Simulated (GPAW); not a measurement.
# Core-hole calculation of the Ti K edge in TiAs (P6_3/mmc), part 2 of 2

What does one-electron theory with a core hole give for the Ti K edge of TiAs (P6_3/mmc)?

GPAW 26.7.0; X-ray absorption from dipole matrix elements to empty bands, plane-wave PAW LDA.

So far. Step 2 (The field without a hole): The mesh shows no gap, so the system is treated as a metal and the core electron is put at the Fermi level (neutral cell). Step 3 (Spectrum without a core hole, Ti atom 3): Main maxima below 30 eV (height): 3.7 eV (0.57), 9.0 eV (1.73), 13.5 eV (1.19), 19.5 eV (1.25) and 29.3 eV (1.00). A K edge sees empty p states, which here mix into the lowest empty bands, so that weight starts at the zero.

**5. Spectrum with XCH, Ti atom 3**

The holes are 6.4 Å apart. In GPAW the data set carries the hole's charge, so charge=0 means a charged cell and charge=-1 a neutral one. The excited electron is kept in the cell, where it fills the lowest empty states and screens the hole. After the field has converged, empty bands are computed with the density fixed and the dipole matrix elements are summed.

File xas.py:

```python
import numpy as np
from ase import Atoms
from ase.parallel import parprint, paropen
from gpaw import GPAW, PW, FermiDirac, Mixer, MixerDif, setup_paths
from gpaw.test import gen
setup_paths.insert(0, '.')
gen('Ti', name='fch1s', xcname='LDA', corehole=(1, 0, 1), write_xml=True)
from gpaw.mpi import world
world.barrier()

atoms = Atoms('As6Ti6',
    cell=[[-5.52028125, 3.18713587, 0],
     [-5.52028125, -3.18713587, 0],
     [3.6801875, 0, 6.02366704]],
    scaled_positions=[[0.41666667, 0.75, 0.25],
     [0.75, 0.08333333, 0.25],
     [0.08333333, 0.41666667, 0.25],
     [0.25, 0.91666667, 0.75],
     [0.58333333, 0.25, 0.75],
     [0.91666667, 0.58333333, 0.75],
     [0, 0, 0],
     [0.33333333, 0.33333333, 0],
     [0.66666667, 0.66666667, 0],
     [0.16666667, 0.16666667, 0.5],
     [0.5, 0.5, 0.5],
     [0.83333333, 0.83333333, 0.5]],
    pbc=True)
atoms.calc = calc = GPAW(legacy_gpaw=True, mode=PW(430, force_complex_dtype=True), xc='LDA', setups={6: 'fch1s'},
    kpts={'size': (5, 5, 5), 'gamma': True}, occupations=FermiDirac(0.1),
    charge=-1, mixer=Mixer(0.1, 5, 50), maxiter=150,
    convergence={'density': 0.0001, 'eigenstates': 1e-6}, txt='scf.txt')
energy = atoms.get_potential_energy() + calc.get_reference_energy()
ef = calc.get_fermi_level()
out = dict(energy=energy, fermi=ef, forces=atoms.get_forces().tolist())
parprint(f'all-electron energy {energy:.4f} eV, Fermi level {ef:.4f} eV')
ev = np.array([[calc.get_eigenvalues(k, s) for k in range(len(calc.get_ibz_k_points()))] for s in range(calc.get_number_of_spins())])
out['homo'], out['lumo'], out['counts'] = ev[ev < ef].max(), ev[ev > ef].min(), sorted(set((ev < ef).sum((0, 2)).tolist()))
out['filled'] = (ev[:, 0] < ef).sum(1).tolist()

from ase.units import Ha
from gpaw.xas import dipole_matrix_elements
nb = int(calc.get_number_of_electrons() / 2) + 159
top, nb = nb, nb + 8 + nb // 12
nscf = calc.fixed_density(kpts={'size': (5, 5, 5), 'gamma': True}, nbands=nb,
    convergence={'bands': top, 'eigenstates': 5e-3}, maxiter=60, txt='nscf.txt')
cell = atoms.cell.array
ops = [cell.T @ U.T @ np.linalg.inv(cell.T) for U in nscf.wfs.kd.symmetry.op_scc]
E = np.arange(-6, 34, 0.1)
fwhm = np.interp(E, [4, 25], [0.94, 3.5])
Y, X, zero, highest = 0, 0, 1e9, 1e9
for spin in range(nscf.get_number_of_spins()):
    wfs = nscf.wfs
    mine = wfs.bd.get_slice()  # this rank's bands
    A = dipole_matrix_elements(wfs.setups[6])
    eps = np.zeros((wfs.kd.nibzkpts, nb))
    d = np.zeros((3, A.shape[1], wfs.kd.nibzkpts, nb), complex)
    for kpt in wfs.kpt_u:
        if kpt.s == spin and 6 in kpt.P_ani:
            eps[kpt.k, mine] = kpt.eps_n * Ha
            d[:, :, kpt.k, mine] = (kpt.weight * wfs.nspins / 2) ** 0.5 * np.inner(A, kpt.P_ani[6])
    world.sum(eps)
    world.sum(d)
    T = np.einsum('amkn,bmkn->abkn', d, d.conj()).real
    T = sum(np.einsum('ai,ijkn,bj->abkn', R, T, R) for R in ops) / len(ops)
    empty = eps > ef
    zero, highest = min(zero, eps[empty].min()), min(highest, eps[:, top - 1].min())
    lines = [(eps, T, empty)] if spin == 0 else lines + [(eps, T, empty)]
for eps, T, empty in lines:
    f = np.einsum('aakn->akn', T).reshape(3, -1)
    x = eps.ravel() - zero
    w = np.interp(x, E, fwhm) / 2.35482
    g = np.exp(-0.5 * ((E[:, None] - x) / w) ** 2) / (w * (2 * np.pi) ** 0.5)
    Y = Y + (f * empty.ravel()) @ g.T
    X = X + (f * ~empty.ravel()) @ g.T
out.update(E=E.round(2).tolist(), xas=Y.tolist(), xes=X.tolist(), zero=zero, valid=highest - zero, nk=len(eps), nb=nb)
for i in range(0, len(E), 10):
    parprint(f'{E[i]:7.2f}', *(f'{v:10.3e}' for v in Y[:, i]))
import json
with paropen('out.json', 'w') as f:
    json.dump(out, f)
```

Run with:

```sh
$ OMP_NUM_THREADS=1 mpirun -n 4 gpaw python xas.py
```

Numbers of over 12 decimals in the logs are rounded to 6 here.

The program printed:

```text
Input parameters:
  charge: -1
  convergence: {density: 0.0001,
                eigenstates: 1e-06}
  kpts: {gamma: True,
         size: (5, 5, 5)}
  maxiter: 150
  mixer: {backend: pulay,
          beta: 0.1,
          method: separate,
          nmaxold: 5,
          weight: 50}
  mode: {ecut: 430.0,
         force_complex_dtype: True,
         name: pw}
  occupations: {fixmagmom: False,
                name: fermi-dirac,
                width: 0.1}
  setups: {6: fch1s}

Initialize ...

[... PAW data sets ...]

Reference energy: -502580.801957  # eV

Spin-paired calculation

[... convergence settings ...]
Symmetries present (total): 2
  [... symmetry matrices ...]

125 k-points: 5 x 5 x 5 Monkhorst-Pack grid
63 k-points in the irreducible part of the Brillouin zone
       k-points in crystal coordinates                weights
   0:     0.00000000    0.00000000    0.00000000          1/125
   1:     0.00000000    0.00000000    0.20000000          2/125
   2:     0.00000000    0.00000000    0.40000000          2/125
   3:     0.00000000    0.20000000   -0.40000000          2/125
   4:     0.00000000    0.20000000   -0.20000000          2/125
   5:     0.00000000    0.20000000    0.00000000          2/125
   6:     0.00000000    0.20000000    0.20000000          2/125
   7:     0.00000000    0.20000000    0.40000000          2/125
   8:     0.00000000    0.40000000   -0.40000000          2/125
   9:     0.00000000    0.40000000   -0.20000000          2/125
          ...
  62:     0.40000000    0.40000000    0.40000000          2/125

Wave functions: Plane wave expansion
  Cutoff energy: 430.000 eV
  Number of coefficients (min, max): 4263, 4310
  Pulay-stress correction: 0.000000 eV/Ang^3 (de/decut=0.000000)
  Using FFTW library
  Wavefunction extrapolation:
    Improved wavefunction reuse through dual PAW basis

Occupation numbers: Fermi-Dirac:
  width: 0.1000  # eV

Eigensolver
   Davidson(niter=2)

Densities:
  Coarse grid: 32*32*35 grid
  Fine grid: 64*64*70 grid
  Total Charge: 0.000000

Density mixing:
  Method: separate
  Backend: pulay
  Linear mixing parameter: 0.1
  old densities: 5
  Width of damping distribution: 1.1
  Damping of long wavelength oscillations: 50

[... Hamiltonian set-up ...]
Number of atoms: 12
Number of atomic orbitals: 102
Number of bands in calculation: 66
Number of valence electrons: 103
Bands to converge: occupied

... initialized

Initializing position-dependent things.

Density initialized from atomic densities
Creating initial wave functions:
  66 bands from LCAO basis set

              As       As

                As
        Ti        Tis      Ti

            As       As
        Ti        Ti       Ti

Atomic positions and initial magnetic moments

Positions:
   0 As    -5.520281   -1.062379    1.505917    ( 0.0000,  0.0000,  0.0000)
   1 As    -3.680187    2.124757    1.505917    ( 0.0000,  0.0000,  0.0000)
   2 As    -1.840094   -1.062379    1.505917    ( 0.0000,  0.0000,  0.0000)
   3 As    -3.680188   -2.124757    4.517750    ( 0.0000,  0.0000,  0.0000)
   4 As    -1.840094    1.062379    4.517750    ( 0.0000,  0.0000,  0.0000)
   5 As    -5.520281    1.062379    4.517750    ( 0.0000,  0.0000,  0.0000)
   6 Ti     0.000000    0.000000    0.000000    ( 0.0000,  0.0000,  0.0000)
   7 Ti    -3.680187    0.000000    0.000000    ( 0.0000,  0.0000,  0.0000)
   8 Ti    -7.360375    0.000000    0.000000    ( 0.0000,  0.0000,  0.0000)
   9 Ti    -0.000000    0.000000    3.011834    ( 0.0000,  0.0000,  0.0000)
  10 Ti    -3.680187    0.000000    3.011834    ( 0.0000,  0.0000,  0.0000)
  11 Ti    -7.360375    0.000000    3.011834    ( 0.0000,  0.0000,  0.0000)

Unit cell:
           periodic     x           y           z      points  spacing
  1. axis:    yes   -5.520281    3.187136    0.000000    32     0.1650
  2. axis:    yes   -5.520281   -3.187136    0.000000    32     0.1650
  3. axis:    yes    3.680188    0.000000    6.023667    35     0.1721

  Lengths:   6.374272   6.374272   7.058920
  Angles:  116.840270 116.840270  60.000000

Effective grid spacing dv^(1/3) = 0.1808

iter:   1  -135.656912
iter:   2  -108.055869   -0.07  -1.01
iter:   3  -101.892280   -0.87  -1.24
iter:   4  -101.293802   -1.18  -1.34
iter:   5  -102.159121   -1.27  -1.36
iter:   6  -100.916728   -1.30  -1.42
iter:   7  -101.573676   -1.26  -1.58
iter:   8  -100.905779   -2.07  -1.66
iter:   9  -101.607014   -1.47  -2.07
iter:  10  -100.841249   -1.78  -1.68
iter:  11  -100.832894   -2.41  -2.28
iter:  12  -100.826248c  -3.16  -2.41
iter:  13  -100.825015c  -2.86  -2.54
iter:  14  -100.823803c  -3.65  -2.86
iter:  15  -100.823068c  -3.84  -2.96
iter:  16  -100.823490c  -3.89  -3.18
iter:  17  -100.823233c  -4.52  -3.27
iter:  18  -100.822864c  -4.12  -3.36
iter:  19  -100.822989c  -4.98  -3.46
iter:  20  -100.822983c  -5.25  -3.75
iter:  21  -100.822971c  -5.65  -3.94
iter:  22  -100.822952c  -5.85  -4.04c
iter:  23  -100.822940c  -6.12c -4.25c

Converged after 23 iterations.

Dipole moment: (0.000000, -0.000000, -0.000000) |e|*Ang

Energy contributions relative to reference atoms: (reference = -502580.801957)

Kinetic:       +122.273161
Potential:     -117.836853
External:        +0.000000
XC:            -104.439399
Entropy (-ST):   -0.344562
Local:           -0.647568
SIC:             +0.000000
--------------------------
Free energy:   -100.995221
Extrapolated:  -100.822940

Showing only first 2 kpts
 Kpt  Band  Eigenvalues  Occupancy
  0    49      8.07709    1.55672
  0    50      8.41788    0.20833
  0    51      8.41790    0.20830
  0    52      8.57267    0.04827

  1    49      7.98650    1.79358
  1    50      8.37802    0.29530
  1    51      8.37803    0.29529
[...]
Fermi level: 8.20271

No gap
No difference between direct/indirect transitions

Forces in eV/Ang:
  0 As   -0.00230   -0.19254   -0.18424
  1 As   -0.16558    0.09828   -0.18423
  2 As    0.16788    0.09428   -0.18423
  3 As    0.16558   -0.09828    0.18423
  4 As    0.00230    0.19254    0.18424
  5 As   -0.16788   -0.09428    0.18423
  6 Ti    0.00000    0.00000    0.00000
  7 Ti    0.00001    0.00000   -0.03810
  8 Ti   -0.00001   -0.00000    0.03810
  9 Ti    0.00003   -0.00001   -0.09669
 10 Ti    0.00000    0.00000    0.00000
 11 Ti   -0.00003    0.00001    0.09669
Scalar-relativistic atomic LDA calculation for Ti (Titanium, Z=22)
Core hole in 1s state (1s occupation: 1.0)
600 radial gridpoints.
|------------------------------------------------|
|------------------------------------------------|
[... the atom generator's iteration count ...]

Energy contributions:
-------------------------
Kinetic:     +672.671614
XC:           -34.028348
Potential:  -1307.172598
-------------------------
Total:       -668.529332

state      eigenvalue         ekin         rmax
-----------------------------------------------
1s^1.0 :  -187.828620   240.500426        0.045
2s^2.0 :   -22.002726    43.832967        0.262
2p^6.0 :   -18.989232    43.629197        0.209
3s^2.0 :    -2.983269     9.467322        0.829
3p^6.0 :    -2.108060     8.391345        0.840
3d^2.0 :    -0.666650     5.344221        0.850
4s^2.0 :    -0.460559     1.379460        2.509
4p^0.0 :    -0.300118     0.992184        2.957
-----------------------------------------------
(units: Bohr and Hartree)

Generating PAW setup
Kinetic energy of the core from tauc = 593.006445
Cutoffs:
rc(s)=2.400
rc(p)=2.000
rc(d)=2.000
rc(vbar)=1.800
rc(comp)=2.300
rc(nct)=2.400

Kinetic energy of the core states: 589.941539
Charge: 1.0
Core electrons: 9.0
Valence electrons: 12.0
Pseudo-core charge: 0.000000
Shape function alpha=1.890
Pseudo-electron charge 5.350237
state    eigenvalue         norm
--------------------------------
3s(2) :    -2.983269     0.223229
4s(2) :    -0.460559     1.020774
3p(6) :    -2.108060     0.336604
4p(0) :    -0.300118     0.967107
3d(2) :    -0.666650     0.421304
*d    :     0.333350
--------------------------------

Diagonalizing with gridspacing h=0.050

state   all-electron     PAW
-------------------------------
3s:      -2.983269    -2.983558
3p:      -2.108060    -2.108705
3d:      -0.666650    -0.667242
*f:                   -0.026873
-------------------------------
all-electron energy -502681.6249 eV, Fermi level 8.2027 eV
[...]
31.00  3.897e-07  3.897e-07  5.477e-07
  32.00  3.787e-07  3.787e-07  5.148e-07
  33.00  3.793e-07  3.793e-07  4.694e-07
```

Wall time 5.6 min (4 MPI ranks of Intel Xeon Platinum 8488C (Sapphire Rapids), shared host); peak memory 0.82 GiB; 22 min of CPU time.

The Ti K spectrum, Ti atom 3, excited-electron core hole (neutral cell) (energy from the lowest empty level; intensity scaled to a mean of 1 over the first 20 eV; polarised curves are means over the symmetry-equivalent atoms):

| E (eV) | isotropic | ε ⊥ c | ε ∥ c |
| --- | --- | --- | --- |
| -2.0 | 0.00 | 0.00 | 0.00 |
| -1.4 | 0.00 | 0.00 | 0.00 |
| -0.8 | 0.00 | 0.00 | 0.00 |
| -0.2 | 0.04 | 0.04 | 0.04 |
| 0.4 | 0.15 | 0.17 | 0.10 |
| 1.0 | 0.28 | 0.35 | 0.14 |
| 1.6 | 0.40 | 0.52 | 0.15 |
| 2.2 | 0.42 | 0.56 | 0.13 |
| 2.8 | 0.42 | 0.55 | 0.16 |
| 3.4 | 0.53 | 0.62 | 0.34 |
| 4.0 | 0.52 | 0.56 | 0.45 |
| 4.6 | 0.30 | 0.32 | 0.27 |
| 5.2 | 0.34 | 0.36 | 0.29 |
| 5.8 | 0.66 | 0.73 | 0.52 |
| 6.4 | 0.92 | 1.03 | 0.70 |
| 7.0 | 1.06 | 1.18 | 0.82 |
| 7.6 | 1.34 | 1.42 | 1.17 |
| 8.2 | 1.70 | 1.68 | 1.74 |
| 8.8 | 1.76 | 1.66 | 1.98 |
| 9.4 | 1.69 | 1.62 | 1.84 |
| 10.0 | 1.58 | 1.57 | 1.60 |
| 10.6 | 1.35 | 1.31 | 1.41 |
| 11.2 | 1.15 | 1.06 | 1.33 |
| 11.8 | 1.09 | 0.98 | 1.31 |
| 12.4 | 1.10 | 1.00 | 1.30 |
| 13.0 | 1.14 | 1.05 | 1.30 |
| 13.6 | 1.17 | 1.10 | 1.30 |
| 14.2 | 1.17 | 1.14 | 1.24 |
| 14.8 | 1.16 | 1.17 | 1.15 |
| 15.4 | 1.16 | 1.20 | 1.09 |
| 16.0 | 1.18 | 1.22 | 1.10 |
| 16.6 | 1.20 | 1.22 | 1.15 |
| 17.2 | 1.21 | 1.22 | 1.19 |
| 17.8 | 1.23 | 1.23 | 1.22 |
| 18.4 | 1.24 | 1.25 | 1.24 |
| 19.0 | 1.24 | 1.26 | 1.22 |
| 19.6 | 1.22 | 1.25 | 1.16 |
| 20.2 | 1.18 | 1.23 | 1.08 |
| 20.8 | 1.14 | 1.21 | 1.01 |
| 21.4 | 1.11 | 1.19 | 0.96 |
| 22.0 | 1.09 | 1.17 | 0.93 |
| 22.6 | 1.06 | 1.14 | 0.89 |
| 23.2 | 1.02 | 1.10 | 0.86 |
| 23.8 | 0.99 | 1.06 | 0.84 |
| 24.4 | 0.96 | 1.02 | 0.84 |
| 25.0 | 0.94 | 0.98 | 0.85 |
| 25.6 | 0.93 | 0.95 | 0.87 |
| 26.2 | 0.92 | 0.93 | 0.91 |
| 26.8 | 0.93 | 0.91 | 0.96 |
| 27.4 | 0.94 | 0.90 | 1.01 |
| 28.0 | 0.95 | 0.90 | 1.06 |
| 28.6 | 0.96 | 0.89 | 1.10 |
| 29.2 | 0.96 | 0.87 | 1.13 |
| 29.8 | 0.95 | 0.85 | 1.15 |
| 30.4 | 0.94 | 0.83 | 1.15 |
| 31.0 | 0.92 | 0.81 | 1.14 |
| 31.6 | 0.90 | 0.79 | 1.10 |

Main maxima below 30 eV (height): 3.7 eV (0.57), 8.6 eV (1.77), 18.7 eV (1.25) and 28.9 eV (0.96). 

The total-energy difference is 4970.10 eV. One term is added: -22.68 eV, since the hole is spin-paired here and a spin-polarised one costs that much less in the free atom (computed apart). The photon energy is then 4947.42 eV. The tabulated edge of the element is 4966 eV. The functional leaves an error in such absolute values: in the free atom LDA prices this hole 13.2 eV below PBE (computed apart), and PBE is itself good to a few eV.

**6. What the core hole does**

Both curves are counted from their own zero, so only the shift of weight within the empty states shows.

```csv
E (eV),no hole,XCH
-2.0,0.00,0.00
-1.0,0.00,0.00
0.0,0.09,0.07
1.0,0.30,0.28
2.0,0.44,0.42
3.0,0.46,0.44
4.0,0.53,0.52
5.0,0.32,0.28
6.0,0.70,0.77
7.0,1.02,1.06
8.0,1.49,1.60
9.0,1.73,1.74
10.0,1.60,1.58
11.0,1.27,1.20
12.0,1.07,1.09
13.0,1.16,1.14
14.0,1.18,1.18
15.0,1.13,1.16
16.0,1.18,1.18
17.0,1.23,1.21
18.0,1.23,1.23
19.0,1.25,1.24
20.0,1.24,1.19
21.0,1.18,1.13
22.0,1.12,1.09
23.0,1.07,1.03
24.0,1.02,0.98
25.0,0.98,0.94
26.0,0.95,0.92
27.0,0.95,0.93
28.0,0.98,0.95
29.0,1.00,0.96
30.0,0.99,0.95
31.0,0.96,0.92
32.0,0.92,0.88
```

With each curve scaled to its own mean, the area from −2 to 6 eV with the hole is 2.4 against 2.4, and the centre of weight from −1 to 20 eV moves by -0.0 eV (first and strongest maxima below 20 eV: 3.7 eV (0.57), 9.0 eV (1.73), 13.5 eV (1.19) and 19.5 eV (1.25) without the hole, 3.7 eV (0.57), 8.6 eV (1.77) and 18.7 eV (1.25) with it), a small effect on these measures.

**7. What came out**

| Quantity | Value |
| --- | --- |
| absorber and edge | Ti K, atom 3 of the ground-state input (counted from 1) |
| surroundings | 6 As at 2.60 Å and 2 Ti at 3.01 Å (8-fold, site symmetry -3m) |
| highest intensity below 24 eV | 8.6 eV above the zero, height 1.77 |
| photon energy of the zero, with the added terms | 4947.4 eV (raw 4970.1 eV; LDA puts this hole about 13 eV below PBE, itself good to a few eV) |

**Reading.** The Ti K edge of atom 3, with 6 As at 2.60 Å and 2 Ti at 3.01 Å (8-fold, site symmetry -3m), has its highest intensity of the first 24 eV at 8.6 eV above the zero, near 4956 eV in photon energy (LDA puts this hole about 13 eV below PBE, itself good to a few eV), 1.8 times the mean level of the first 20 eV (Gaussian full width 0.94 eV up to 4 eV, rising linearly to 3.5 eV at 25 eV). With each curve scaled to its own mean, the area from −2 to 6 eV with the hole is 2.4 against 2.4, and the centre of weight from −1 to 20 eV moves by -0.0 eV (first and strongest maxima below 20 eV: 3.7 eV (0.57), 9.0 eV (1.73), 13.5 eV (1.19) and 19.5 eV (1.25) without the hole, 3.7 eV (0.57), 8.6 eV (1.77) and 18.7 eV (1.25) with it), a small effect on these measures. At the Ti K edge of atom 3 polarisation matters most near 2.3 eV, where the curves differ by 0.4 on this scale. The strongest dipole feature below the main edge lies at 3.7 eV (height 0.57); the site has an inversion centre, so it comes from p states mixed with the neighbours' empty states, not from local p–d mixing. Quadrupole 1s→3d transitions, which feed the pre-edge, are not in the dipole spectrum. The holes are only 6.4 Å apart, so the shape is probably not converged with cell size; no larger cell was run here. The mesh is coarse (0.24 Å⁻¹ between points), so small maxima may be mesh ripples. Lifetime broadening is put in by hand, and intensities beyond about 20 eV depend on it and on the partial waves. The structure is a computed Materials Project entry and may be a hypothetical form.

[Banner, clock and machine lines of the logs are left out without a mark of their own.]

[Logs are printed without paths, hosts, clocks, repeated set-up lines and the standing remarks that a program may print on its own settings, such as how far it seeks lower states.]

[Hosts, paths, dates, database ids (printed as entryN), source tags and the programs' standing remarks are cut or masked in the printed files.]

[Lists of maxima count a maximum above −3 eV only where it reaches 4 % of the highest in the window and stands out from its surroundings by 2 % of it (1.5 % where it reaches 55 %); shoulders and weaker maxima are passed over, and of the rest the first, up to two pre-edge ones and the few strongest are named.]
